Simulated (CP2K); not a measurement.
Two runs for the C K edge of 2-fluorocarbonylpyrrole. Run A: CP2K XAS_TDP, all-electron GAPW, PBEh(45%), aug-cc-pVDZ, TDA, no relativity. Run B differs in one setting.

First lines with a strength over 0.0015. A:

```tsv
atom	energy (eV)	states	strength, one atom
C2 (bonded to C, F and O)	283.83	1	0.0689
	288.42	1	0.0439
	289.40	1	0.0096
	289.55	1	0.0131
	290.10	1	0.0047
C4 (bonded to 2 C and N)	282.42	1	0.0200
	285.34	1	0.0363
	285.74	1	0.0035
	286.31	1	0.0041
	286.49	1	0.0025
C5 (bonded to 2 C and H)	281.23	1	0.0465
	284.64	1	0.0065
	284.81	1	0.0074
	285.50	1	0.0042
	286.08	1	0.0034
C6 (bonded to 2 C and H)	282.38	1	0.0526
	284.33	1	0.0091
	285.13	1	0.0024
	285.80	1	0.0034
	285.86	1	0.0017
C7 (bonded to C, N and H)	282.14	1	0.0511
	285.24	1	0.0128
	285.39	1	0.0066
	286.33	1	0.0021
	286.58	1	0.0020
```

B:

```tsv
atom	energy (eV)	states	strength, one atom
C2 (bonded to C, F and O)	290.39	1	0.0674
	294.98	1	0.0429
	295.96	1	0.0094
	296.11	1	0.0128
	296.66	1	0.0046
C4 (bonded to 2 C and N)	287.89	1	0.0197
	290.82	1	0.0356
	291.21	1	0.0034
	291.79	1	0.0040
	291.97	1	0.0024
C5 (bonded to 2 C and H)	286.96	1	0.0456
	290.37	1	0.0064
	290.54	1	0.0072
	291.23	1	0.0041
	291.81	1	0.0034
C6 (bonded to 2 C and H)	288.20	1	0.0515
	290.14	1	0.0089
	290.94	1	0.0023
	291.61	1	0.0033
	291.68	1	0.0017
C7 (bonded to C, N and H)	287.76	1	0.0501
	290.86	1	0.0125
	291.02	1	0.0065
	291.96	1	0.0020
	292.20	1	0.0020
```

Q: Which was it: the basis, GW2X switched on, the functional, scalar relativity switched on?

GW2X switched on. GW2X shifts an atom's lines together and keeps their spacings. Against PBEh(45%) in aug-cc-pVDZ, the leading lines move by +6.56 eV (C2, to 290.39), +5.47 eV (C4, to 287.89), +5.73 eV (C5, to 286.96), +5.82 eV (C6, to 288.20) and +5.62 eV (C7, to 287.76).

[Banner, clock and machine lines of the logs are left out without a mark of their own.]

[Logs are printed without paths, hosts, clocks, repeated set-up lines and the standing remarks that a program may print on its own settings, such as how far it seeks lower states.]

[Hosts, paths, dates, database ids (printed as entryN), source tags and the programs' standing remarks are cut or masked in the printed files.]
